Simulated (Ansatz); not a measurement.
# Sr2C (built on the sites of a database entry of Be2C): phonons and vibrational spectra, part 2 of 2

How does Sr2C (built on the sites of a database entry of Be2C) vibrate, and is this structure a minimum?

Ansatz 0.2.0; DFT PBEsol, scalar-relativistic, plane waves, PAW.

So far. Step 4 (Relaxing to small forces for the phonons): The forces vanish by symmetry and the pressure is 0.000 GPa, within the tolerances set. The cell now holds 24.13 Å³/atom. The relaxed cell has a = 6.616 Å (conventional setting).

The structure was built from a prototype and need not be the compound's stable phase.

## Step 5: Linear response at the zone centre

The zone centre comes first: it holds the modes that light can see, as far as symmetry allows. No field response is asked, since the mesh shows no gap.

Contents of input.yaml:

```yaml
crystal:
  lattice:
    - [0.0, 3.3077591482, 3.3077591482]
    - [3.3077591482, 0.0, 3.3077591482]
    - [3.3077591482, 3.3077591482, 0.0]
  atoms:
    - { symbol: Sr, position: [0.25, 0.25, 0.25] }
    - { symbol: Sr, position: [0.75, 0.75, 0.75] }
    - { symbol: C, position: [0.0, 0.0, 0.0] }
kpoints:
  mp_grid: { grid: [10, 10, 10] }
hamiltonian:
  xc: pbesol
scf:
  occupations: { method: methfessel_paxton, width: 0.15 }
output:
  eigenvalues: true
phonons:
  method: dfpt
```

Started as:

```console
$ ansatz run input.yaml --threads 4 --pin off --max-ram 7168MiB --backend cpu --events-out ev --progress --plain --runs-dir out
```

Numbers of over 12 decimals in the logs are rounded to 6 here.

What it wrote:

```text
zone centre: on kpoints.mp_grid the ground state, and the responses unless they are solved on pairs of k-points, stand on 102 of the mesh's 1000 k-points, reduced under 8 symmetry operations, with k and −k counted as one. Each operation leaves every solved displacement unchanged or reverses it
[...]
Crystal: 3 atoms, lattice volume = 72.382 Å³
Basis set: ecut = 420 eV, 1411 PW (Γ), exchange–correlation on 64×64×64 points (8 copies of the dense FFT grid, shifted against one another)
Bands: 16, of which v1, the nominal top of the filled ones, is band 12 counted from 1 (11 counted from 0)
Symmetry: 48 space group operations
k-points: 102 of 1000 (irreducible under 8 space group operations, time reversal used)
[...]
SCF iter   1: F=—  HF=-7229.381711 eV  |F-HF|=—  |Δ(HF+E_count)|=         —  Δρ=4.96e-3  dr2=2.59e-2  ethr=1.77e-3  ⟨swp⟩=8.8  Hψ=10620  notcnv=0
[...]
SCF iter  10: F=-7229.379767 eV  HF=-7229.379767 eV  |F-HF|=9.09e-13  |Δ(HF+E_count)|=  1.00e-11  S|Δr|=    0.00e0  Δρ=1.96e-8  dr2=2.47e-13  ethr=1.00e-12  ⟨swp⟩=6.0  Hψ=7567  notcnv=0
SCF 1 converged in 10 iterations: F = -7229.379767 eV  dr2 = 2.47e-13
[...]
DFPT response loops at Γ: preconditioner auto → Kerker (q_TF=auto, 2.270 Å⁻¹) (partly filled bands, converged f_vac=0.000); β = 1.00, the filter's whole step (`scf.mixing.beta` (0.50) is not read by the response loops under this deck's `scf.mixing.preconditioner`; to damp them name `kerker` or `kerker_dos`, under which they read `scf.mixing.beta`, and type it under 1.00, their step now; both keys bind the ground state too); Broyden in place of MSR1
SCF converged after 10 iterations
[...]
Free energy (F): -7229.379767 eV
[...]
Internal energy: -7229.382154 eV  (E = F + TS)
E sigma→0 (E₀):  -7229.380364 eV
Entropy (-TS):   0.002387 eV (0.796 meV/atom)
Fermi energy:    8.633509 eV
[...]
--- Band table (eV; the first three rows and the last of 102) ---
  k-point 0: bands = [... 8 lower, 0.3573, 7.1248, 7.1248, 7.1248, 8.6399, 9.8727, 9.8727, 13.9584]
  k-point 1: bands = [... 8 lower, 0.4201, 6.9258, 7.1956, 7.1956, 9.1091, 9.9657, 9.9657, 13.5011]
  k-point 2: bands = [... 8 lower, 0.5789, 6.7187, 7.3928, 7.3928, 10.0524, 10.2363, 10.2363, 12.6993]
  k-point 101: bands = [... 8 lower, 1.0407, 7.2374, 7.8586, 8.5064, 8.7797, 11.2521, 11.3588, 12.6939]
--- Phonons (Γ-DFPT): 2 representative perturbations + reference, on 102 of 1000 k-points (Σ response iterations 6) ---
  k mesh reduced under 8 symmetry operations, with k and −k counted as one. Each operation leaves every solved displacement unchanged or reverses it
  ASR residual: 1.319e-5 → 0.000e0 eV/Å²; symmetrization residual: 6.159e-7 eV/Å²
  ASR residual per site (eV/Å²): 1.32e-5 1.32e-5 9.21e-6
  Γ frequencies (cm⁻¹): 0.00 0.00 0.00 127.59 127.59 127.59 197.90 197.90 197.90
  non-analytic LO–TO correction: not included (Born effective charges unavailable; polar crystals: no LO–TO splitting at Γ)
```

The job ended after 7.6 s (4 threads of Arm Neoverse V2, shared host; peak memory 0.62 GiB).

Numbers from this step:

| Property | Result |
| --- | --- |
| sum-rule residual before enforcement | 1.32e-5 eV/Å² |
| point group | m-3m |
| highest optical mode at the zone centre (no LO-TO term) | 197.9 cm⁻¹ |
| lowest optical zone-centre mode | 127.6 cm⁻¹ |

Patterns of degenerate modes are one choice out of their space. Modes at Γ, with each element's share of the kinetic energy:

```
mode  frequency (cm⁻¹)  symmetry  Sr %  C %
   1               0.0  acoustic    94    6
   2               0.0  acoustic    94    6
   3               0.0  acoustic    94    6
   4             127.6       T2g   100    0
   5             127.6       T2g   100    0
   6             127.6       T2g   100    0
   7             197.9       T1u     6   94
   8             197.9       T1u     6   94
   9             197.9       T1u     6   94
```

Displacements in mode 5 (127.6 cm⁻¹), the largest set to 1:
```
Sr1  0.02  0.02 -1.00
Sr2 -0.02 -0.02  1.00
C3   0.00  0.00  0.00
```

Displacements in mode 7 (197.9 cm⁻¹), the largest set to 1:
```
Sr1  0.00 -0.07  0.03
Sr2  0.00 -0.07  0.03
C3   0.00  1.00 -0.51
```

Before it was imposed, the acoustic sum rule was missed by 1.3e-5 eV/Å². Small misses are needed for a sound result but don't prove that mesh and cutoff are converged. The lowest optical mode is real, 128 cm⁻¹.

## Step 6: The dispersion

Stability and thermal properties need the whole zone. Linear response on a 2×2×2 q mesh gives force constants as far as a supercell of that size would.

Changes to input.yaml since step 5:

```diff
@@ -19 +19,8 @@
   method: dfpt
+  qmesh: [2, 2, 2]
+  temperatures: { t_max: 1000, t_step: 50 }
+  qpath:
+    path:
+      - [[0.0, 0.0, 0.0], [0.5, 0.0, 0.5], [0.625, 0.25, 0.625]]
+      - [[0.375, 0.375, 0.75], [0.0, 0.0, 0.0], [0.5, 0.5, 0.5], [0.5, 0.25, 0.75], [0.5, 0.0, 0.5]]
+    npoints: 10
```

What it wrote:

```text
Warning: phonons: the dynamical matrix that this run interpolates holds no multipole term above the dipole-dipole one, and a site of this crystal is no centre of inversion, so its interpolated transverse optical and acoustic branches and sound speeds can stay off near Gamma, and the density of states and the thermodynamics with them. What a run solves at a wave vector of phonons.qpoints, Gamma apart, where the deck admits one, is free of this, and under fd what a larger phonons.supercell samples
[...]
Crystal: 3 atoms, lattice volume = 72.382 Å³
Basis set: ecut = 420 eV, 1411 PW (Γ), exchange–correlation on 64×64×64 points (8 copies of the dense FFT grid, shifted against one another)
Bands: 16, of which v1, the nominal top of the filled ones, is band 12 counted from 1 (11 counted from 0)
Symmetry: 48 space group operations
k-points: 47 of 1000
[...]
SCF iter   1: F=—  HF=-7229.381660 eV  |F-HF|=—  |Δ(HF+E_count)|=         —  Δρ=4.92e-3  dr2=2.54e-2  ethr=1.77e-3  ⟨swp⟩=8.9  Hψ=4902  notcnv=0
[...]
SCF iter   9: F=-7229.379767 eV  HF=-7229.379767 eV  |F-HF|=1.82e-12  |Δ(HF+E_count)|=  1.16e-10  S|Δr|=    0.00e0  Δρ=8.44e-8  dr2=4.49e-12  ethr=1.00e-12  ⟨swp⟩=5.6  Hψ=4073  notcnv=0
SCF 1 converged in 9 iterations: F = -7229.379767 eV  dr2 = 4.49e-12
[...]
SCF iter   4: F=-7229.379767 eV  HF=-7229.379767 eV  |F-HF|=3.64e-12  |Δ(HF+E_count)|=  3.64e-12  S|Δr|=    0.00e0  Δρ=1.39e-7  dr2=8.99e-12  ethr=1.00e-12  ⟨swp⟩=2.9  Hψ=2671  notcnv=0
SCF 2 converged in 4 iterations: F = -7229.379767 eV  dr2 = 8.99e-12
phonons: the bands overlap, so this run is a metal and interpolates without the dipole-dipole term. If the crystal is really an insulator or semiconductor, its LO-TO splitting is missing
NSCF: frozen V_eff on 47 k-points
[...]
DFPT response loops at q = (0, 0, 0) (fractional): preconditioner auto → Kerker (q_TF=auto, 2.270 Å⁻¹) (partly filled bands, converged f_vac=0.000); β = 1.00, the filter's whole step (`scf.mixing.beta` (0.50) is not read by the response loops under this deck's `scf.mixing.preconditioner`; to damp them name `kerker` or `kerker_dos`, under which they read `scf.mixing.beta`, and type it under 1.00, their step now; both keys bind the ground state too); Broyden in place of MSR1
[...]
SCF converged after 9 iterations
[...]
Free energy (F): -7229.379767 eV
[...]
Internal energy: -7229.382154 eV  (E = F + TS)
E sigma→0 (E₀):  -7229.380364 eV
Entropy (-TS):   0.002387 eV (0.796 meV/atom)
Fermi energy:    8.633509 eV
[...]
--- Band table (eV; the first three rows and the last of 47) ---
  k-point 0: bands = [... 8 lower, 0.3573, 7.1248, 7.1248, 7.1248, 8.6399, 9.8727, 9.8727, 13.9584]
  k-point 1: bands = [... 8 lower, 0.4201, 6.9258, 7.1956, 7.1956, 9.1091, 9.9657, 9.9657, 13.5011]
  k-point 2: bands = [... 8 lower, 0.5789, 6.7187, 7.3928, 7.3928, 10.0524, 10.2363, 10.2363, 12.6993]
  k-point 46: bands = [... 8 lower, 1.0407, 7.2374, 7.8586, 8.5064, 8.7797, 11.2521, 11.3588, 12.6939]
--- Phonons (Γ-DFPT): 2 representative perturbations + reference (Σ response iterations 6) ---
  ASR residual: 3.862e-5 → 0.000e0 eV/Å²; symmetrization residual: 6.437e-7 eV/Å²
  ASR residual per site (eV/Å²): 3.86e-5 3.86e-5 2.38e-5
  Γ frequencies (cm⁻¹): 0.00 0.00 0.00 127.59 127.59 127.59 197.90 197.90 197.90
--- Phonons (arbitrary-q DFPT): 3 irreducible q on the 2×2×2 mesh ---
  q = [0.0000, 0.0000, 0.0000] (star 1, of the zone-centre solve; hermiticity 4.25e-7, symmetrization 1.19e-14): -0.00 -0.00 0.00 127.59 127.59 127.59 197.90 197.90 197.90
  q = [0.0000, 0.0000, -0.5000] (star 4, 2 solved perturbations on 282 of 1000 k-point pairs; hermiticity 1.16e-5, symmetrization 2.97e-6): 96.05 99.63 99.63 116.38 116.38 125.87 191.11 191.11 319.06
  q = [0.0000, -0.5000, -0.5000] (star 3, 4 solved perturbations in 546 linear systems a pass and spin channel, the states on 171 of 1000 k-point pairs; hermiticity 1.21e-7, symmetrization 1.91e-8): -39.59 51.24 51.24 90.33 90.33 161.44 171.56 171.56 327.96
  sum rule: each row above includes the acoustic sum rule's correction from the zone centre's row sums; it moved no ω² by more than (0.73 cm⁻¹)²
  mesh force constants: q→R imaginary residual 6.33e-17; ASR residual 3.862e-5 → 0.000e0 eV/Å²; symmetrization residual 3.109e-15 eV/Å²
  interpolated dispersion: 62 rows × 9 modes
  density of states and harmonic sums: on the 16×16×16 q-mesh, interpolated from the force constants of a 2×2×2 supercell (no non-analytic term)
  largest difference from the sums on the solved wave vectors: F 1.68e-1 eV, S 2.27e-4 and C_V 5.88e-5 eV/K
  zero-point energy: 0.077711 eV/cell   skipped modes (ω ≤ 0): 16, of them read as no rigid motion or as one in doubt: 13 (6.665e-2 modes/cell left out, lowest -39.59 cm⁻¹)   left out of the sums: 7.49e-3 of the cell's modes: C_V's classical limit lies that fraction below 3 k_B per atom; for a crystal, a wire or a layer, F and S can be off by more, and a phonons.interpolated_qmesh denser along its periods is the remedy for the sampling
```

It took 35 s on 4 threads; peak memory 1 GiB; 2.3 min of CPU time.

Numbers from this step:

* sum-rule residual before enforcement: 3.86e-5 eV/Å²
* lowest frequency on the path: -39.59 cm⁻¹
* highest frequency on the path or at a solved wavevector: 328 cm⁻¹
* lowest mode on the q mesh (acoustic modes at Γ apart): -39.59 cm⁻¹

Frequencies (cm⁻¹) solved at each irreducible wavevector; negative means imaginary. Frequencies by wavevector, by row:

```
q in reciprocal lattice units  star  mode 1  mode 2  mode 3  mode 4  mode 5  mode 6  mode 7  mode 8  mode 9
                        0 0 0     1       0       0       0   127.6   127.6   127.6   197.9   197.9   197.9
                     0 0 -0.5     4      96    99.6    99.6   116.4   116.4   125.9   191.1   191.1   319.1
                  0 -0.5 -0.5     3   -39.6    51.2    51.2    90.3    90.3   161.4   171.6   171.6     328
```

Interpolated from a 2×2×2 q mesh. The phonon branches at the labelled points (cm⁻¹):

```
    point  branch 1  branch 2  branch 3  branch 4  branch 5  branch 6  branch 7  branch 8  branch 9
        Γ         0         0         0       128       128       128       198       198       198
  halfway        31        31        89       118       127       127       189       189       278
        X       -40        51        51        90        90       161       172       172       328
  halfway       -33        56        57        99       107       160       170       184       320
        U        -2        69        71       116       121       156       166       220       297
jump to K        -2        69        71       116       121       156       166       220       297
  halfway        38        92        94       111       111       138       190       212       271
        Γ         0         0         0       128       128       128       198       198       198
  halfway        66        66        70       122       122       125       196       196       265
        L        96       100       100       116       116       126       191       191       319
  halfway        62        66       101       111       132       143       177       229       292
        W        29        35       104       104       114       153       180       260       260
  halfway       -27        48        72       102       114       158       176       194       311
        X       -40        51        51        90        90       161       172       172       328
```

The phonon branches as a text plot (rows in cm⁻¹):

```
    320 |         ******                        ****          ***
    305 |        *      **                    **    **       *
    290 |       *         *                  *        **    *
    274 |      *           * ****                       *  *
    259 |    **             *    *          *            **
    244 |                  * **   **       *           **  *
    228 |   *                  *          *           *
    213 |  *             **     *   *    *          **      **
    198 |******         *        *******************
    182 |      ***     *     ****                  ************
    167 |         ***********                                 ***
    152 |        ***    *******                        ********
    137 |   *   *              ******              *****
    121 |*********      *******  *********************  *** **
    106 |    **   **   ***     **                **************
     91 |      *    ***     *** *             *******       *  **
     75 |   *   *        ***     *          **      **       *
     60 |  *           ***        **       **         **      **
     45 |        ******      ****   *     *             *  ******
     29 | * *****          **    *** *   *               ***
     14 | **      **                **  *
     -1 |*                *           **                    *
    -17 |                *                                   *
    -32 |           *****                                     ***
         Γ           X  U|K            Γ         L        W     X
```

Tetrahedra on a 16×16×16 mesh, mean over bins of 5 cm-1. Interpolated from a 2×2×2 q mesh. The phonon density of states by wavenumber; read off at these points:

```csv
wavenumber (cm⁻¹),phonon density of states (1/cm⁻¹/cell)
-38,7.5e-4
-28,0.00218
-18,0.00143
-8,0.00163
2,0.00186
12,0.00293
22,0.00703
32,0.0176
42,0.0453
48,0.0465
52,0.0439
62,0.0362
72,0.0353
82,0.0372
92,0.0472
98,0.0660
102,0.0155
112,0.0752
118,0.105
122,0.0970
132,0.0440
142,0.0287
148,0.0305
158,0.0145
168,0.00605
178,0.0617
188,0.0362
198,0.0495
208,0.0196
218,0.0151
228,0.0124
238,0.0105
248,0.00873
258,0.00316
268,0.0061
278,0.0174
288,0.0236
298,0.0261
308,0.0128
318,0.00529
328,4.9e-4
```

The partial phonon density of states has structure finer than the step of the table below, so its rows give means over 20 cm⁻¹, whole bins alone (the curve runs from -47.9 to 347 cm⁻¹). Peaks (cm⁻¹: height): C 118.5: 0.0094, 178.1: 0.0386, 195.4: 0.0406, 294.7: 0.0266; Sr 44.0: 0.0456, 71.3: 0.0436, 98.6: 0.0512, 121.0: 0.0901, 175.6: 0.0165.

Phonopy on the run's constants, 15x15x15 mesh, Gaussian sigma 2.8 cm-1. Interpolated from a 2×2×2 q mesh. Table of partial phonon density of states by wavenumber; means over each step; values in 1/cm⁻¹/cell:

| wavenumber (cm⁻¹) | C | Sr |
| --- | --- | --- |
| -20 | 0 | 0.00252 |
| 0 | 7.2e-6 | 6.9e-4 |
| 20 | 1.9e-4 | 0.00702 |
| 40 | 9.4e-4 | 0.0333 |
| 60 | 8.1e-4 | 0.0366 |
| 80 | 7.3e-4 | 0.0366 |
| 100 | 0.00300 | 0.0406 |
| 120 | 0.00791 | 0.0792 |
| 140 | 0.00127 | 0.0357 |
| 160 | 0.00255 | 0.0129 |
| 180 | 0.0319 | 0.00925 |
| 200 | 0.0303 | 0.00263 |
| 220 | 0.0131 | 7.2e-4 |
| 240 | 0.00941 | 3.5e-4 |
| 260 | 0.00587 | 1.7e-4 |
| 280 | 0.0174 | 4.2e-4 |
| 300 | 0.0197 | 3.4e-4 |
| 320 | 0.00492 | 4.2e-5 |

Symmetry leaves 3 wavevectors to solve. The lowest mode among them, the acoustic zeros apart, lies at q = (0, -0.5, -0.5) and is imaginary, 39.6i cm⁻¹, so the energy falls along it.

## Step 7: Another isotope, element C, natural mass 12.011 amu

An isotope changes the mass and not the force constants, so no new electronic calculation is needed; the shifts show which modes move this element.

The same force constants with the mass of C changed from 12.011 to 13.003 u (phonopy, no LO-TO term). Both lists are sorted by frequency; levels can cross, so a row need not hold one and the same mode. Modes under 3 cm⁻¹ are left out. Isotope shifts, by row:

```csv
q,rank,natural mass (cm⁻¹),changed mass (cm⁻¹)
0 0 0,4,127.6,127.6
0 0 0,5,127.6,127.6
0 0 0,6,127.6,127.6
0 0 0,7,197.9,190.7
0 0 0,8,197.9,190.7
0 0 0,9,197.9,190.7
0 0 -0.5,1,96.05,95.96
0 0 -0.5,2,99.63,99.6
0 0 -0.5,3,99.63,99.6
0 0 -0.5,4,116.4,116.4
0 0 -0.5,5,116.4,116.4
0 0 -0.5,6,125.9,125.9
0 0 -0.5,7,191.1,183.8
0 0 -0.5,8,191.1,183.8
0 0 -0.5,9,319.1,306.9
0 -0.5 -0.5,1,-39.59,-39.59
0 -0.5 -0.5,2,51.24,51.24
0 -0.5 -0.5,3,51.24,51.24
0 -0.5 -0.5,4,90.33,88.35
0 -0.5 -0.5,5,90.33,88.35
0 -0.5 -0.5,6,161.4,161.4
0 -0.5 -0.5,7,171.6,168.6
0 -0.5 -0.5,8,171.6,168.6
0 -0.5 -0.5,9,328,315.2
```

A mode of this element alone would shift by -3.89 %. The highest zone-centre frequency without the field goes from 197.9 to 190.7 cm⁻¹ (-3.6 %). The product of the frequency ratios over all optical modes at Γ is 0.895; the product rule, (m/m′)^(3k/2) (M′/M)^(3/2) with k = 1 such atoms and M the mass of the cell, gives 0.895.

## Step 8: Another isotope, element Sr, natural mass 87.62 amu

The same for Sr, from 87.62 to 85.91 u.

A mode of this element alone would shift by +0.99 %. The highest zone-centre frequency without the field goes from 197.9 to 198.0 cm⁻¹ (+0.1 %). The product of the frequency ratios over all optical modes at Γ is 1.032; the product rule, (m/m′)^(3k/2) (M′/M)^(3/2) with k = 2 such atoms and M the mass of the cell, gives 1.032.

## Step 9: Results

```
space group after relaxation (within 0.01 Å)            : Fm-3m
volume per atom                                         : 24.1 Å³
electronic character                                    : no gap on this mesh
highest optical mode at the zone centre (no LO-TO term) : 198 cm⁻¹
lowest optical zone-centre mode                         : 128 cm⁻¹
lowest mode on the q mesh (acoustic modes at Γ apart)   : -39.6 cm⁻¹
highest frequency on the path or at a solved wavevector : 328 cm⁻¹
imaginary modes on the 2×2×2 q mesh                     : yes
```

What this shows: Modes are clearly imaginary (beyond 10i cm⁻¹) at 1 of the 3 irreducible wavevectors, most at q = (0, -0.5, -0.5) (39.6i cm⁻¹), so this structure is not a minimum of the energy. The optical modes at Γ span 128 to 198 cm⁻¹. The highest mode in this list at Γ, 197.9 cm⁻¹, is mostly motion of C (94 % of the kinetic energy). With no gap, or one that is small against the smearing, the frequencies hang on the k mesh and the smearing, most of all near Kohn anomalies. A phonon run warned that its eigensolver left some bands unconverged in a pass. The starting cell was built on a prototype and not taken from a measurement, so the phase need not exist. These are harmonic frequencies at zero temperature: anharmonic shifts, linewidths and thermal expansion are left out.

[Logs are printed without paths, hosts, clocks, repeated set-up lines and the standing remarks that a program may print on its own settings, such as how far it seeks lower states.]

[Hosts, paths, dates, database ids (printed as entryN), source tags and the programs' standing remarks are cut or masked in the printed files.]
